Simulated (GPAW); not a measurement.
# Screening of a field by NbSi2N4 monolayer

How does NbSi2N4 monolayer screen a perpendicular field?

Main program and level: GPAW 26.7.0; GPAW, PAW setups; layer in a repeated cell with vacuum, relaxation of atoms and in-plane cell, in the first sound run; inputs show where later runs differ.

## (1) Set-up

The cell holds 7 atoms: 4 N, 2 Si and 1 Nb. Its edges and angles: a = 2.920 Å, b = 2.920 Å, c = 21.159 Å, α = 90.0°, β = 90.0°, γ = 120.0°. Vacuum lies along c.

## (2) Relaxation

Forces are removed first; all later runs use this geometry.

File run.py:

```python
import json
import numpy as np
from ase import Atoms
from ase.filters import FrechetCellFilter
from ase.optimize import BFGS
from gpaw import GPAW, PW

slab = Atoms(
    ['N', 'Si', 'N', 'Nb', 'N', 'Si', 'N'],
    positions=[
        [0.00000, 0.00000, 7.00000],
        [-0.00000, 1.68586, 7.46943],
        [-0.00000, 1.68586, 9.21943],
        [0.00000, 0.00000, 10.57937],
        [-0.00000, 1.68586, 11.93930],
        [-0.00000, 1.68586, 13.68930],
        [0.00000, 0.00000, 14.15873]],
    cell=[[2.92, 0.0, 0.0], [-1.46, 2.52879, 0.0], [0.0, 0.0, 21.1587]],
    pbc=[True, True, True],
    magmoms=[0.0, 0.0, 0.0, 1.0, 0.0, 0.0, 0.0])

slab.calc = GPAW(mode=PW(600), xc='PBE', kpts={'size': (12, 12, 1), 'gamma': True},
                 occupations={'name': 'fermi-dirac', 'width': 0.05}, nbands='200%',
                 convergence={'density': 1e-05}, maxiter=200,
                 symmetry={'tolerance': 1e-3}, txt='slab.txt')
result = {}
# The in-plane cell is free; stress needs a cell that repeats along all three vectors
path = []
opt = BFGS(FrechetCellFilter(slab, mask=[1, 1, 0, 0, 0, 1]), maxstep=0.2)
opt.attach(lambda: path.append((slab.get_potential_energy(), slab.positions.tolist(), slab.get_forces().tolist())))
result['relaxed'] = bool(opt.run(fmax=0.02, steps=45))
result['path'] = path
result['cell'] = slab.cell.tolist()
print('in-plane lattice', slab.cell.cellpar().round(4)[[0, 1, 5]])
energy = slab.get_potential_energy()
fermi = slab.calc.get_fermi_level()
v = slab.calc.get_electrostatic_potential().mean((0, 1)) - fermi
n = slab.calc.get_pseudo_density().mean((0, 1))
L = slab.cell[2, 2]
z = np.arange(len(v)) * L / len(v)
low, high = slab.positions[:, 2].min(), slab.positions[:, 2].max()
below, above = np.interp([low - 4.8, high + 4.8], z, v)
slopes = [np.interp(x, z, np.gradient(v, z)) for x in (low - 4.8, high + 4.8)]
eps = np.array([[slab.calc.get_eigenvalues(k, s) for k in range(len(slab.calc.get_ibz_k_points()))]
                for s in range(slab.calc.get_number_of_spins())]) - fermi
top, bottom = eps[eps < 0].max(), eps[eps > 0].min()
dipole = slab.get_dipole_moment()[2]
print(f'energy {energy:.4f} eV, Fermi level {fermi:.4f} eV, dipole {dipole:.5f} e A')
print(f'potential 4.8 A off the faces, from the Fermi level: lower {below:.4f} eV, upper {above:.4f} eV')
print(f'slope of the potential there: lower {slopes[0]:.5f}, upper {slopes[1]:.5f} eV/A')
print(f'nearest levels on the mesh: {top:.4f} and {bottom:.4f} eV')
print('magnetic moment', round(slab.get_magnetic_moment(), 3))
result.update(energy=energy, fermi=fermi, dipole=dipole, below=below, above=above, slopes=slopes, edges=[top, bottom],
              z=z.tolist(), v=v.tolist(), n=n.tolist(), positions=slab.positions.tolist(),
              forces=slab.get_forces(apply_constraint=False).tolist(), moments=slab.get_magnetic_moments().tolist())
json.dump(result, open('result.json', 'w'))
```

On the command line:

```
> OMP_NUM_THREADS=1 OPENBLAS_NUM_THREADS=1 python run.py
```

Log:

```text
Step          Energy          fmax
BFGS:    0      -60.254100        2.076995
BFGS:    1      -60.385740        1.086113
BFGS:    2      -60.474592        0.297631
BFGS:    3      -60.481174        0.326010
BFGS:    4      -60.511788        0.373885
BFGS:    5      -60.527263        0.302715
BFGS:    6      -60.534862        0.095541
BFGS:    7      -60.535753        0.043132
BFGS:    8      -60.536836        0.038460
BFGS:    9      -60.539394        0.025918
BFGS:   10      -60.542181        0.021299
BFGS:   11      -60.543146        0.006488
in-plane lattice [  2.9365   2.9365 120.    ]
energy -60.5372 eV, Fermi level 1.3396 eV, dipole 0.00056 e A
potential 4.8 A off the faces, from the Fermi level: lower 5.5130 eV, upper 5.5101 eV
slope of the potential there: lower -0.00008, upper 0.00140 eV/A
nearest levels on the mesh: -0.0293 and 0.0593 eV
magnetic moment 0.865
```

Wall time 24 min (1 thread of Intel Xeon Platinum 8375C at 2.90GHz (Ice Lake), shared host); peak memory 0.75 GiB.

Numbers from this step:

```
dipole along the normal                    : 5.60e-4 e·Å
levels nearest the Fermi level on the mesh : -0.02930, 0.05926 eV from the Fermi level
site moments                               : 0.004043, 0.009108, 0.002488, 0.5444, 0.002488, 0.009108, 0.004043 μB
sum of the site moments                    : 0.5757 μB
```

The electrostatic potential energy of an electron (without an applied field's), less the Fermi level, planar mean oscillates, so the rows of the table below give means over windows of 1.06 Å about each position, cut where the curve ends. Its maxima inside the range that stand out by 2 % of the span (Å: eV): 8.6: 0.296, 9.7: -7.77, 11.5: -7.78, 12.5: 0.292. Its minima: 7.1: -22.8, 9.3: -12.5, 10.6: -27.2, 11.8: -12.5, 14.0: -22.8.

Electrostatic potential energy of an electron (without an applied field's), less the Fermi level, planar mean against z; means over each step:

```csv
z (Å),"electrostatic potential energy of an electron (without an applied field's), less the Fermi level, planar mean (eV)"
0.53,5.51
1.59,5.51
2.65,5.51
3.71,5.51
4.77,5.48
5.83,4.37
6.89,-13.3
7.95,-11.3
9.01,-5.33
10.07,-15.8
11.13,-15.1
12.19,-4.98
13.25,-12.2
14.31,-12.4
15.37,4.50
16.43,5.47
17.49,5.51
18.55,5.51
19.61,5.51
20.67,5.51
```

The pseudo valence density, planar mean oscillates, so the rows of the table below give means over windows of 1 Å about each position, cut where the curve ends. Its maxima inside the range that stand out by 2 % of the span (Å: e/Å³): 7.1: 0.859, 9.5: 0.761, 10.6: 1.60, 11.6: 0.761, 14.1: 0.859. Its minima: 8.3: 0.240, 9.9: 0.661, 11.3: 0.661, 12.9: 0.240.

The pseudo valence density, planar mean by z; means over each step:

```csv
z (Å),"pseudo valence density, planar mean (e/Å³)"
3,7.4e-6
4,1.7e-4
5,0.00438
6,0.119
7,0.709
8,0.329
9,0.552
10,0.912
11,1.04
12,0.621
13,0.294
14,0.714
15,0.192
16,0.00729
17,2.9e-4
18,1.2e-5
```

Site moment by atom:

```csv
atom,site moment (μB)
N1,0.004
Si2,0.009
N3,0.002
Nb4,0.544
N5,0.002
Si6,0.009
N7,0.004
```

The relaxation lowered the energy of the cell by 0.287 eV (energies extrapolated to zero smearing; the optimiser's log prints free energies). The largest force left on a free atom is 0.0065 eV/Å.

## (3) The slab's potential

With the geometry fixed, the planar mean of the potential gives the vacuum level on each side.

This step: GPAW, PAW setups; slab in vacuum (GPAW 26.7.0).

The cell differs from the one that the last finished run ended in (c 21.159 → 21.084 Å).

File run.py:

```python
import json
import numpy as np
from ase import Atoms
from gpaw import GPAW, PW

slab = Atoms(
    ['N', 'Si', 'N', 'Nb', 'N', 'Si', 'N'],
    positions=[
        [-0.00000, 0.00000, 7.00000],
        [0.00000, 1.69537, 7.51911],
        [0.00000, 1.69537, 9.27857],
        [-0.00000, -0.00000, 10.54175],
        [0.00000, 1.69537, 11.80491],
        [0.00000, 1.69537, 13.56437],
        [-0.00000, 0.00000, 14.08348]],
    cell=[[2.93648, 0.0, 0.0], [-1.46824, 2.54306, 0.0], [0.0, 0.0, 21.0835]],
    pbc=[True, True, False],
    magmoms=[0.0, 0.0, 0.0, 1.0, 0.0, 0.0, 0.0])

slab.calc = GPAW(mode=PW(500), xc='PBE', kpts={'size': (12, 12, 1), 'gamma': True},
                 occupations={'name': 'fermi-dirac', 'width': 0.05}, nbands='200%',
                 convergence={'density': 1e-05}, maxiter=200,
                 poissonsolver={'dipolelayer': 'xy'},
                 symmetry={'tolerance': 1e-3}, txt='slab.txt')
result = {}
energy = slab.get_potential_energy()
fermi = slab.calc.get_fermi_level()
v = slab.calc.get_electrostatic_potential().mean((0, 1)) - fermi
n = slab.calc.get_pseudo_density().mean((0, 1))
L = slab.cell[2, 2]
z = np.arange(len(v)) * L / len(v)
low, high = slab.positions[:, 2].min(), slab.positions[:, 2].max()
below, above = np.interp([low - 4.8, high + 4.8], z, v)
slopes = [np.interp(x, z, np.gradient(v, z)) for x in (low - 4.8, high + 4.8)]
eps = np.array([[slab.calc.get_eigenvalues(k, s) for k in range(len(slab.calc.get_ibz_k_points()))]
                for s in range(slab.calc.get_number_of_spins())]) - fermi
top, bottom = eps[eps < 0].max(), eps[eps > 0].min()
dipole = slab.get_dipole_moment()[2]
print(f'energy {energy:.4f} eV, Fermi level {fermi:.4f} eV, dipole {dipole:.5f} e A')
print(f'potential 4.8 A off the faces, from the Fermi level: lower {below:.4f} eV, upper {above:.4f} eV')
print(f'slope of the potential there: lower {slopes[0]:.5f}, upper {slopes[1]:.5f} eV/A')
print(f'nearest levels on the mesh: {top:.4f} and {bottom:.4f} eV')
print('magnetic moment', round(slab.get_magnetic_moment(), 3))
result.update(energy=energy, fermi=fermi, dipole=dipole, below=below, above=above, slopes=slopes, edges=[top, bottom],
              z=z.tolist(), v=v.tolist(), n=n.tolist(), positions=slab.positions.tolist(),
              forces=slab.get_forces(apply_constraint=False).tolist(), moments=slab.get_magnetic_moments().tolist())
json.dump(result, open('result.json', 'w'))
```

Log:

```text
energy -58.7947 eV, Fermi level 1.3831 eV, dipole -0.00029 e A
potential 4.8 A off the faces, from the Fermi level: lower 5.4959 eV, upper 5.5028 eV
slope of the potential there: lower -0.00098, upper 0.00098 eV/A
nearest levels on the mesh: -0.0260 and 0.0584 eV
magnetic moment 0.863
```

Wall time 89 s (1 thread); peak memory 0.33 GiB.

This step gave:

```yaml
dipole_along_the_normal: -2.95e-4 e·Å
levels_nearest_the_fermi_level_on_the_mesh: -0.02603, 0.05835 eV from the Fermi level
upper_work_function: 5.503 eV
lower_work_function: 5.496 eV
site_moments: 0.004021, 0.009180, 0.002477, 0.5426, 0.002477, 0.009180, 0.004021 μB
sum_of_the_site_moments: 0.5740 μB
```

The electrostatic potential energy of an electron (without an applied field's), less the Fermi level, planar mean oscillates, so the rows of the table below give means over windows of 1.04 Å about each position, cut where the curve ends. Its maxima inside the range that stand out by 2 % of the span (Å: eV): 8.7: 0.229, 9.7: -7.76, 11.4: -7.76, 12.4: 0.231. Its minima: 7.2: -22.8, 9.3: -12.5, 10.5: -27.2, 11.8: -12.5, 13.9: -22.8.

Electrostatic potential energy of an electron (without an applied field's), less the Fermi level, planar mean against z; means over each step:

```csv
z (Å),"electrostatic potential energy of an electron (without an applied field's), less the Fermi level, planar mean (eV)"
0.52,5.50
1.56,5.50
2.60,5.50
3.64,5.49
4.68,5.46
5.72,4.59
6.76,-11.3
7.80,-13.6
8.84,-4.13
9.88,-13.5
10.92,-18.0
11.96,-6.64
13.00,-7.95
14.04,-17.1
15.08,3.21
16.12,5.42
17.16,5.50
18.20,5.50
19.24,5.50
20.28,5.50
```

Table of pseudo valence density, planar mean by z:

```csv
z (Å),"pseudo valence density, planar mean (e/Å³)"
0.00,0
0.56,1.9e-6
1.13,0
1.69,2.2e-6
2.26,1.9e-6
2.82,5.9e-6
3.39,2.1e-5
3.95,1.1e-4
4.52,6.7e-4
5.08,0.00412
5.65,0.0265
6.21,0.174
6.78,0.743
7.34,0.723
7.91,0.291
8.47,0.271
9.04,0.639
9.60,0.727
10.17,0.995
10.73,1.39
11.29,0.662
11.86,0.731
12.42,0.346
12.99,0.249
13.55,0.512
14.12,0.843
14.68,0.313
15.25,0.0493
15.81,0.00747
16.38,0.00119
16.94,1.9e-4
17.51,3.5e-5
18.07,6.9e-6
18.64,3.3e-6
19.20,0
19.77,2.1e-6
20.33,0
20.90,1.9e-6
```

Force by atom:

```csv
atom,x (eV/Å),y (eV/Å),z (eV/Å),size
N1,0.000,0.000,-0.185,0.185
Si2,0.000,0.000,0.029,0.029
N3,0.000,0.000,0.040,0.040
Nb4,0.000,0.000,0.000,0.000
N5,0.000,0.000,-0.040,0.040
Si6,0.000,0.000,-0.029,0.029
N7,0.000,0.000,0.185,0.185
```

The potential is flat to 9.8e-4 eV/Å where it is read, so the vacuum is wide enough.

## (4) Field on

A uniform field along the normal polarises the slab; the atoms stay fixed, so this is the electronic response alone.

run.py: that of step 3 with these lines changed.

```diff
@@ -4,2 +4,3 @@
 from gpaw import GPAW, PW
+from gpaw.external import ConstantElectricField
 
@@ -23,2 +24,3 @@
                  poissonsolver={'dipolelayer': 'xy'},
+                 external=ConstantElectricField(-0.2, [0, 0, 1]),
                  symmetry={'tolerance': 1e-3}, txt='slab.txt')
```

Log:

```text
energy -58.8014 eV, Fermi level 1.3822 eV, dipole -0.06625 e A
potential 4.8 A off the faces, from the Fermi level: lower 4.6984 eV, upper 6.3037 eV
slope of the potential there: lower -0.00097, upper 0.00100 eV/A
nearest levels on the mesh: -0.0259 and 0.0583 eV
magnetic moment 0.863
```

It took 4.7 min on 1 thread; peak memory 0.74 GiB.

Numbers from this step:

* dipole along the normal: -0.06625 e·Å
* levels nearest the Fermi level on the mesh: -0.02589, 0.05828 eV from the Fermi level
* site moments: 0.004269, 0.009196, 0.002824, 0.5425, 0.002147, 0.009152, 0.003796 μB
* sum of the site moments: 0.5739 μB
* potential below the slab, the applied field's own ramp left out: 4.698 eV from the Fermi level
* potential above the slab, the applied field's own ramp left out: 6.304 eV from the Fermi level

The electrostatic potential energy of an electron (without an applied field's), less the Fermi level, planar mean oscillates, so the rows of the table below give means over windows of 1.04 Å about each position, cut where the curve ends. Its maxima inside the range that stand out by 2 % of the span (Å: eV): 8.7: -0.120, 9.7: -7.92, 11.4: -7.60, 12.4: 0.580. Its minima: 7.2: -23.4, 9.3: -12.7, 10.5: -27.2, 11.8: -12.3, 13.9: -22.2.

Electrostatic potential energy of an electron (without an applied field's), less the Fermi level, planar mean against z; means over each step:

```csv
z (Å),"electrostatic potential energy of an electron (without an applied field's), less the Fermi level, planar mean (eV)"
0.52,4.85
1.56,4.70
2.60,4.70
3.64,4.70
4.68,4.67
5.72,3.82
6.76,-12.0
7.80,-14.1
8.84,-4.44
9.88,-13.6
10.92,-17.9
11.96,-6.37
13.00,-7.51
14.04,-16.5
15.08,3.96
16.12,6.22
17.16,6.30
18.20,6.30
19.24,6.30
20.28,6.29
```

Force by atom:

```csv
atom,x (eV/Å),y (eV/Å),z (eV/Å),size
N1,0.000,0.000,-0.113,0.113
Si2,0.000,0.000,-0.094,0.094
N3,-0.001,0.000,0.124,0.124
Nb4,0.000,0.000,-0.063,0.063
N5,-0.001,0.000,0.044,0.044
Si6,0.000,0.000,-0.153,0.153
N7,0.000,0.000,0.258,0.258
```

The dipole is now -0.0663 e Å, against -2.9e-4 in the run without a field.

## (5) In a field

run.py: that of step 4 with these lines changed.

```diff
@@ -24,3 +24,3 @@
                  poissonsolver={'dipolelayer': 'xy'},
-                 external=ConstantElectricField(-0.2, [0, 0, 1]),
+                 external=ConstantElectricField(-0.1, [0, 0, 1]),
                  symmetry={'tolerance': 1e-3}, txt='slab.txt')
```

Log:

```text
energy -58.7964 eV, Fermi level 1.3829 eV, dipole -0.03314 e A
potential 4.8 A off the faces, from the Fermi level: lower 5.0981 eV, upper 5.9011 eV
slope of the potential there: lower -0.00098, upper 0.00099 eV/A
nearest levels on the mesh: -0.0261 and 0.0583 eV
magnetic moment 0.863
```

Wall time 5.2 min (1 thread); peak memory 0.73 GiB.

This step gave:

```yaml
dipole_along_the_normal: -0.03314 e·Å
levels_nearest_the_fermi_level_on_the_mesh: -0.02611, 0.05831 eV from the Fermi level
site_moments: 0.004143, 0.009189, 0.002647, 0.5427, 0.002309, 0.009168, 0.003907 μB
sum_of_the_site_moments: 0.5741 μB
potential_below_the_slab_the_applied_field_s_own_ramp_left_out: 5.098 eV from the Fermi level
potential_above_the_slab_the_applied_field_s_own_ramp_left_out: 5.901 eV from the Fermi level
```

The electrostatic potential energy of an electron (without an applied field's), less the Fermi level, planar mean oscillates, so the rows of the table below give means over windows of 1.04 Å about each position, cut where the curve ends. Its maxima inside the range that stand out by 2 % of the span (Å: eV): 8.7: 0.0548, 9.7: -7.84, 11.4: -7.68, 12.4: 0.405. Its minima: 7.2: -23.1, 9.3: -12.6, 10.5: -27.2, 11.8: -12.4, 13.9: -22.5.

Table of electrostatic potential energy of an electron (without an applied field's), less the Fermi level, planar mean by z; means over each step:

z (Å), electrostatic potential energy of an electron (without an applied field's), less the Fermi level, planar mean (eV) and a bar from the least value:
```
     0.52        5.2 #############################
     1.56        5.1 #############################
     2.60        5.1 #############################
     3.64        5.1 #############################
     4.68        5.1 #############################
     5.72        4.2 ############################
     6.76      -11.6 ########
     7.80      -13.8 #####
     8.84       -4.3 #################
     9.88      -13.5 ######
    10.92      -18.0 
    11.96       -6.5 ##############
    13.00       -7.7 #############
    14.04      -16.8 #
    15.08        3.6 ###########################
    16.12        5.8 ##############################
    17.16        5.9 ##############################
    18.20        5.9 ##############################
    19.24        5.9 ##############################
    20.28        5.9 ##############################
```

Force by atom:

```csv
atom,x (eV/Å),y (eV/Å),z (eV/Å),size
N1,0.000,0.000,-0.149,0.149
Si2,0.000,0.000,-0.032,0.032
N3,-0.001,0.000,0.082,0.082
Nb4,0.000,0.000,-0.031,0.031
N5,-0.001,0.000,0.002,0.002
Si6,0.000,0.000,-0.091,0.091
N7,0.000,0.000,0.222,0.222
```

The dipole is now -0.0331 e Å, against -2.9e-4 in the run without a field.

## (6) In a field

run.py: that of step 5 with these lines changed.

```diff
@@ -24,3 +24,3 @@
                  poissonsolver={'dipolelayer': 'xy'},
-                 external=ConstantElectricField(-0.1, [0, 0, 1]),
+                 external=ConstantElectricField(-0.05, [0, 0, 1]),
                  symmetry={'tolerance': 1e-3}, txt='slab.txt')
```

Log:

```text
energy -58.7952 eV, Fermi level 1.3831 eV, dipole -0.01657 e A
potential 4.8 A off the faces, from the Fermi level: lower 5.2986 eV, upper 5.7000 eV
slope of the potential there: lower -0.00098, upper 0.00098 eV/A
nearest levels on the mesh: -0.0263 and 0.0584 eV
magnetic moment 0.863
```

Run time: 5 min. Hardware: 1 thread; peak memory 0.73 GiB.

The electrostatic potential energy of an electron (without an applied field's), less the Fermi level, planar mean oscillates, so the rows of the table below give means over windows of 1.04 Å about each position, cut where the curve ends. Its maxima inside the range that stand out by 2 % of the span (Å: eV): 8.7: 0.142, 9.7: -7.80, 11.4: -7.72, 12.4: 0.317. Its minima: 7.2: -23.0, 9.3: -12.5, 10.5: -27.2, 11.8: -12.4, 13.9: -22.7.

Table of electrostatic potential energy of an electron (without an applied field's), less the Fermi level, planar mean by z; means over each step:

```csv
z (Å),"electrostatic potential energy of an electron (without an applied field's), less the Fermi level, planar mean (eV)"
0.52,5.34
1.56,5.30
2.60,5.30
3.64,5.30
4.68,5.26
5.72,4.40
6.76,-11.5
7.80,-13.7
8.84,-4.21
9.88,-13.5
10.92,-18.0
11.96,-6.57
13.00,-7.84
14.04,-17.0
15.08,3.39
16.12,5.62
17.16,5.69
18.20,5.70
19.24,5.70
20.28,5.70
```

## (7) Field on

run.py: that of step 6 with these lines changed.

```diff
@@ -24,3 +24,3 @@
                  poissonsolver={'dipolelayer': 'xy'},
-                 external=ConstantElectricField(-0.05, [0, 0, 1]),
+                 external=ConstantElectricField(0.05, [0, 0, 1]),
                  symmetry={'tolerance': 1e-3}, txt='slab.txt')
```

Log:

```text
energy -58.7952 eV, Fermi level 1.3831 eV, dipole 0.01657 e A
potential 4.8 A off the faces, from the Fermi level: lower 5.7001 eV, upper 5.2985 eV
slope of the potential there: lower -0.00099, upper 0.00098 eV/A
nearest levels on the mesh: -0.0263 and 0.0584 eV
magnetic moment 0.863
```

Wall time 5.1 min (1 thread); peak memory 0.73 GiB.

## (8) In a field

run.py: that of step 7 with these lines changed.

```diff
@@ -24,3 +24,3 @@
                  poissonsolver={'dipolelayer': 'xy'},
-                 external=ConstantElectricField(0.05, [0, 0, 1]),
+                 external=ConstantElectricField(0.1, [0, 0, 1]),
                  symmetry={'tolerance': 1e-3}, txt='slab.txt')
```

Log:

```text
energy -58.7964 eV, Fermi level 1.3829 eV, dipole 0.03314 e A
potential 4.8 A off the faces, from the Fermi level: lower 5.9011 eV, upper 5.0981 eV
slope of the potential there: lower -0.00099, upper 0.00098 eV/A
nearest levels on the mesh: -0.0261 and 0.0583 eV
magnetic moment 0.863
```

Run time: 5 min. Hardware: 1 thread; peak memory 0.74 GiB.

The dipole is now 0.0331 e Å, against -2.9e-4 in the run without a field.

(Part 1 of 2 ends here.)

[Logs are printed without paths, hosts, clocks, repeated set-up lines and the standing remarks that a program may print on its own settings, such as how far it seeks lower states.]

[Hosts, paths, dates, database ids (printed as entryN), source tags and the programs' standing remarks are cut or masked in the printed files.]
